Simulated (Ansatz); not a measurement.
**Bands, cutoff and cost in G0W0 for Cs2AgBiBr6 (Fm-3m)**

Wanted: a G0W0 gap for Cs2AgBiBr6 (Fm-3m) that is converged in bands and cutoff, or an estimate of the limit.

Method: G0W0 on PBE, plane waves, PAW; PAW set soft_1, in Ansatz 0.2.0.

Most raw output is cut from this account.

In doubt: one-shot GW on d or f shells is unsure (steps 2, 3, 4, 5, 6), so the values of those runs are not to be relied on.

## (1) Starting point

Symmetry: Fm-3m, No. 225, cubic system. The conventional cell has a = 11.488 Å, b = 11.488 Å, c = 11.488 Å, α = 90.00°, β = 90.00°, γ = 90.00°. Cs has 12 Br at 4.06 Å nearest. Ag has 6 Br at 2.86 Å nearest. Nearest to Bi lie 6 Br at 2.88 Å. Nearest to Br lie 1 Ag at 2.86 Å and 1 Bi at 2.88 Å and 4 Cs at 4.06 Å. Farther neighbours and most contacts between anions are not listed.

The cell and positions are those that the Materials Project relaxed with its own functionals (PBE, PBE+U or r2SCAN), kept fixed. Spin-orbit coupling is left out unless a step names it.

## (2) 163 empty bands, screening to 33 eV

G0W0 replaces the xc potential by the self-energy, built once from these orbitals. Only a window of levels is corrected, while the sums run over the empty bands that the input names. This step takes PAW set soft_1 files.

input.yaml

```yaml
crystal:
  lattice:
    - [0.0, 5.744148, 5.744148]
    - [5.744148, 0.0, 5.744148]
    - [5.744148, 5.744148, 0.0]
  atoms:
    - { symbol: Cs, position: [0.75, 0.75, 0.75] }
    - { symbol: Cs, position: [0.25, 0.25, 0.25] }
    - { symbol: Ag, position: [0.5, 0.5, 0.5] }
    - { symbol: Bi, position: [0.0, 0.0, 0.0] }
    - { symbol: Br, position: [0.749194, 0.250806, 0.250806] }
    - { symbol: Br, position: [0.250806, 0.250806, 0.749194] }
    - { symbol: Br, position: [0.250806, 0.749194, 0.749194] }
    - { symbol: Br, position: [0.250806, 0.749194, 0.250806] }
    - { symbol: Br, position: [0.749194, 0.250806, 0.749194] }
    - { symbol: Br, position: [0.749194, 0.749194, 0.250806] }
kpoints:
  mp_grid: { grid: [2, 2, 2] }
hamiltonian:
  xc: pbe
  pseudopotentials: { kind: paw, azcp: { folder: soft_1 } }
scf:
  occupations: { method: fixed }
gw:
  n_empty_bands: 163
  ecut_chi: 33
  qp_bands: [v3, c3]
  qp_kpoints: band_edges
  screening: { model: contour_deformation }
```

Command:

```console
ansatz run input.yaml --threads 3 --pin off --max-ram 92160MiB --backend cuda --events-out ev --progress --plain --runs-dir out --devices 1 --max-vram 13GiB
```

Elapsed: 8.8 s, on 1 × NVIDIA H100 80GB HBM3 (shared by 6 runs) with 3 threads of AMD EPYC 7R13 (Zen 3), shared host; peak memory 1.3 GiB; 11 s of CPU time.

This step gave:

```
bands summed                                 : 210
RPA ε∞ on this mesh (eigenvalues)            : 5.585, 5.585, 5.585
plane waves in the screening matrix          : 169
q-points in the mesh                         : 8
G0W0 gap on the mesh                         : 2.397 eV
k of the valence top                         : 0, -0.5, -0.5
k of the conduction bottom                   : 0, 0, -0.5
starting gap on the mesh                     : 1.313 eV
Z at the valence top                         : 0.7586
Z at the conduction bottom                   : 0.7820
least direct G0W0 gap on the computed points : 3.665 eV
```

The gap on the mesh goes from 1.31 eV to 2.40 eV, a correction of +1.08 eV. Between the two edge states, bare exchange in place of the xc potential would open the gap by 6.87 eV, and correlation takes back 5.79 eV.

## (3) 461 empty bands, screening to 66 eV

Another rung: the empty bands reach about as high as the screening cutoff, so the two stay in balance.

input.yaml: that of step 2 with these lines changed.

```diff
@@ -24,4 +24,4 @@
 gw:
-  n_empty_bands: 163
-  ecut_chi: 33
+  n_empty_bands: 461
+  ecut_chi: 66
   qp_bands: [v3, c3]
```

Elapsed: 10 s, on 1 × NVIDIA H100 80GB HBM3 (shared by 6 runs) with 3 threads; peak memory 1.6 GiB.

Numbers from this step:

- bands summed: 508
- RPA ε∞ on this mesh (eigenvalues): 5.548, 5.548, 5.548
- plane waves in the screening matrix: 459
- q-points in the mesh: 8
- G0W0 gap on the mesh: 2.248 eV
- k of the valence top: 0, -0.5, -0.5
- k of the conduction bottom: 0, 0, -0.5
- starting gap on the mesh: 1.313 eV
- Z at the valence top: 0.7504
- Z at the conduction bottom: 0.7767
- least direct G0W0 gap on the computed points: 3.598 eV

Against the run with 2×2×2 mesh, 163 empty bands, screening to 33 eV, PAW set soft_1 files, the gap moves by −0.15 eV.

## (4) 993 empty bands, screening to 110 eV

input.yaml: that of step 3 with these lines changed.

```diff
@@ -24,4 +24,4 @@
 gw:
-  n_empty_bands: 461
-  ecut_chi: 66
+  n_empty_bands: 993
+  ecut_chi: 110.0
   qp_bands: [v3, c3]
```

It took 20 s on 1 × NVIDIA H100 80GB HBM3 (shared by 6 runs) with 3 threads; peak memory 2.1 GiB.

Numbers from this step:

```yaml
bands_summed: 1040
rpa_eps_infinity_on_this_mesh_eigenvalues: 5.520, 5.520, 5.520
plane_waves_in_the_screening_matrix: 965
g0w0_gap_on_the_mesh: 2.309 eV
k_of_the_valence_top: 0, -0.5, -0.5
k_of_the_conduction_bottom: 0, 0, -0.5
starting_gap_on_the_mesh: 1.313 eV
least_direct_g0w0_gap_on_the_computed_points: 3.627 eV
```

Against the run with 2×2×2 mesh, 461 empty bands, screening to 66 eV, PAW set soft_1 files, the gap moves by +0.06 eV.

## (5) Changing the frequency model: 2×2×2 mesh, 993 empty bands, screening to 110 eV, plasmon pole, PAW set soft_1 files

A plasmon pole stands in for the full frequency dependence of the screening; this run shows what that costs in accuracy.

input.yaml: that of step 4 with these lines changed.

```diff
@@ -28,2 +28,2 @@
   qp_kpoints: band_edges
-  screening: { model: contour_deformation }
+  screening: { model: godby_needs }
```

Elapsed: 14 s, on 1 × NVIDIA H100 80GB HBM3 (shared by 6 runs) with 3 threads; peak memory 2.6 GiB; 23 s of CPU time.

This step gave:

```yaml
bands_summed: 1040
plasmon_pole_fit_frequency: 18.49 eV
rpa_eps_infinity_on_this_mesh_eigenvalues: 5.520, 5.520, 5.520
plane_waves_in_the_screening_matrix: 965
g0w0_gap_on_the_mesh: 2.283 eV
k_of_the_valence_top: 0, -0.5, -0.5
k_of_the_conduction_bottom: 0, 0, -0.5
starting_gap_on_the_mesh: 1.313 eV
least_direct_g0w0_gap_on_the_computed_points: 3.676 eV
```

Against the run with 2×2×2 mesh, 993 empty bands, screening to 110 eV, PAW set soft_1 files, the gap moves by −0.03 eV.

## (6) Changing the files and raising the bands: 2×2×2 mesh, 1471 empty bands, screening to 143 eV, hard PAW files

Other atomic data (hard PAW) test the pseudisation: the cutoff goes from 420 to 680 eV and the valence electrons from 94 to 162, which opens shells that were frozen. Bands and screening cutoff change too, so the step is no clean test of the files.

This step: G0W0 on PBE, plane waves, PAW.

input.yaml: that of step 5 with these lines changed.

```diff
@@ -20,3 +20,3 @@
   xc: pbe
-  pseudopotentials: { kind: paw, azcp: { folder: soft_1 } }
+  pseudopotentials: { kind: paw, source: ansatz }
 scf:
@@ -24,6 +24,6 @@
 gw:
-  n_empty_bands: 993
-  ecut_chi: 110.0
+  n_empty_bands: 1471
+  ecut_chi: 143.0
   qp_bands: [v3, c3]
   qp_kpoints: band_edges
-  screening: { model: godby_needs }
+  screening: { model: contour_deformation }
```

Elapsed: 24 s, on 1 × NVIDIA H100 80GB HBM3 (shared by 6 runs) with 3 threads; peak memory 4 GiB; 36 s of CPU time.

This step gave:

* bands summed: 1552
* RPA ε∞ on this mesh (eigenvalues): 5.507, 5.507, 5.507
* plane waves in the screening matrix: 1459
* G0W0 gap on the mesh: 2.354 eV
* k of the valence top: 0, -0.5, -0.5
* k of the conduction bottom: 0, 0, -0.5
* starting gap on the mesh: 1.317 eV
* least direct G0W0 gap on the computed points: 3.657 eV

Against the run with 2×2×2 mesh, 993 empty bands, screening to 110 eV, PAW set soft_1 files, the gap moves by +0.04 eV.

## (7) The runs together

Times are wall times on 1 × NVIDIA H100 80GB HBM3 (shared by 6 runs) with 3 threads of AMD EPYC 7R13 (Zen 3), shared host, good to a factor of about two.

| mesh | files | frequency | bands summed | cutoff (eV) | start (eV) | G0W0 (eV) | time | host memory (GiB) |
| --- | --- | --- | --- | --- | --- | --- | --- | --- |
| 2×2×2 | PAW set soft_1 | contour deformation | 210 | 33 | 1.313 | 2.397 | 8.8 s | 1.3 |
| 2×2×2 | PAW set soft_1 | contour deformation | 508 | 66 | 1.313 | 2.248 | 10 s | 1.6 |
| 2×2×2 | PAW set soft_1 | contour deformation | 1040 | 110 | 1.313 | 2.309 | 20 s | 2.1 |
| 2×2×2 | PAW set soft_1 | plasmon pole | 1040 | 110 | 1.313 | 2.283 | 14 s | 2.6 |
| 2×2×2 | hard PAW | contour deformation | 1552 | 143 | 1.317 | 2.354 | 24 s | 4.0 |

How the two edges are built up, in eV (the quasiparticle level is the starting level plus Σx plus Σc less Vxc):

| run | edge | start | Σx | Σc | Vxc | Z | QP |
| --- | --- | --- | --- | --- | --- | --- | --- |
| 210 bands | valence top | 3.59 | -24.23 | 2.89 | -21.13 | 0.76 | 3.39 |
| 210 bands | conduction bottom | 4.90 | -9.58 | -2.90 | -13.36 | 0.78 | 5.79 |
| 508 bands | valence top | 3.59 | -24.23 | 2.68 | -21.13 | 0.75 | 3.18 |
| 508 bands | conduction bottom | 4.90 | -9.58 | -3.26 | -13.36 | 0.78 | 5.43 |
| 1040 bands | valence top | 3.59 | -24.23 | 2.43 | -21.13 | 0.75 | 2.93 |
| 1040 bands | conduction bottom | 4.90 | -9.58 | -3.45 | -13.36 | 0.78 | 5.24 |

## (8) Results

* 210 bands, 33 eV: 2.397 eV
* 508 bands, 66 eV: 2.248 eV
* 1040 bands, 110 eV: 2.309 eV
* mesh and start: 2×2×2, PBE

From 210 to 1040 bands the gap moves by −0.09 eV while the time grows 2.3-fold. Σc changes by −0.47 eV at the valence top and −0.55 eV at the conduction bottom, so the levels themselves move more than the gap between them. The gap turns back along the series, so no limit is drawn from it. The plasmon-pole model gives −0.03 eV against contour deformation, 3 % of the correction (the least direct gap moves by +0.05 eV). With hard PAW files and 1552 bands the gap is 2.35 eV. The 2×2×2 mesh is coarse for this cell (its supercell is 16 Å along the shortest edge). The RPA ε∞ on it, from the PBE start, is 5.52; such meshes misread the long-range screening, most where the gap is narrow. Where an edge is built on 6p states of lead, bismuth or thallium, scalar-relativistic gaps usually stand too wide, by a few tenths to over one eV. A d shell, filled or nearly so, lies near the gap. One-shot GW converges very slowly in bands there, not always from below, and on a semilocal start the gap tends to come out low; starts rich in exact exchange can overshoot instead. The many-body steps are scalar-relativistic: spin-orbit coupling is not in them.

[Paths, hosts, dates, memory and timing lines, banners, echoed tables and standing remarks are left out of the program output.]

[Logs are printed without paths, hosts, clocks, repeated set-up lines and the standing remarks that a program may print on its own settings, such as how far it seeks lower states.]

[Runs of the session that timed out or met a known fault of the program may be left out.]

[Cells called generated may have been cut or substituted from an entry of the Crystallography Open Database or the Materials Project.]

[Hosts, paths, dates, database ids (printed as entryN), source tags and the programs' standing remarks are cut or masked in the printed files.]
